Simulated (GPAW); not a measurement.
BN (P6_3/mmc): refractive index against wavelength

The refractive index of BN (P6_3/mmc) along x below the direct gap (4.50 eV on the mesh) is read from one computed spectrum, n = √(Re ε). x, y and z are the Cartesian axes of the input cell.

It takes space group P6_3/mmc (No. 194, hexagonal). The conventional cell has a = 2.498 Å, b = 2.498 Å, c = 6.636 Å, α = 90.00°, β = 90.00°, γ = 120.00°. N on site d is surrounded by 3 B at 1.44 Å. Around B on site c lie 3 N at 1.44 Å.

Method: GPAW 26.7.0, LDA, RPA, k-mesh 15×15×5, local fields up to 50 eV, Lorentzian half width 0.15 eV.

Launch of the response step: `OMP_NUM_THREADS=1 python df.py`. The run took 57 s, its band step included, on 1 thread of Arm Neoverse V2, on a shared host.

| wavelength (nm) | photon energy E (eV) | n |
| --- | --- | --- |
| 1064 | 1.165 | 2.2097 |
| 850 | 1.459 | 2.2249 |
| 700 | 1.771 | 2.2460 |
| 633 | 1.959 | 2.2613 |
| 532 | 2.331 | 2.2991 |
| 450 | 2.755 | 2.3575 |
| 405 | 3.061 | ? |

In the single-oscillator model n² − 1 = E₀E_d/(E₀² − E²), so 1/(n² − 1) = E₀/E_d − E²/(E₀E_d) is linear in E².

Working, on the rows shown:

| x = E² (eV²) | y = 1/(n² − 1) |
| --- | --- |
| 1.35784 | 0.257548 |
| 2.12762 | 0.253153 |
| 3.13716 | 0.247248 |
| 3.83641 | 0.243103 |
| 5.43137 | 0.233325 |
| 7.59115 | 0.219404 |

Means: x̄ = 3.9136, ȳ = 0.2423. Σ(x − x̄)(y − ȳ) = -0.1601, Σ(x − x̄)² = 26.16. Slope = -0.1601 / 26.16 = -0.00612; intercept = ȳ − slope · x̄ = 0.26625. Turned back into n, the line misses the rows shown by at most 0.0017.

Problem. What does the fit predict for the withheld row, and how well does it do?

Solution. At x = 9.3718 the line gives y = 0.20889, that is 2.4056. The run gave 2.4137, so the extrapolation is off by 0.0081, 4 % of the range in the table.

Refitted with all rows, the slope is -0.006272 and the intercept 0.26672. These give E₀ = √(intercept/−slope) = 6.52 eV and E_d = E₀/intercept = 24.4 eV; E₀ is 1.4 times the direct gap. The electronic limit at long wavelengths, without lattice vibrations, is n = √(1 + 1/intercept) = 2.179. The cell comes from an older database entry, whose edges can be off by a per cent or so. Excitons are left out; LDA gaps are as a rule too small. The values come from a sum over the points of one k-mesh and carry its error, which grows as the direct gap shrinks.
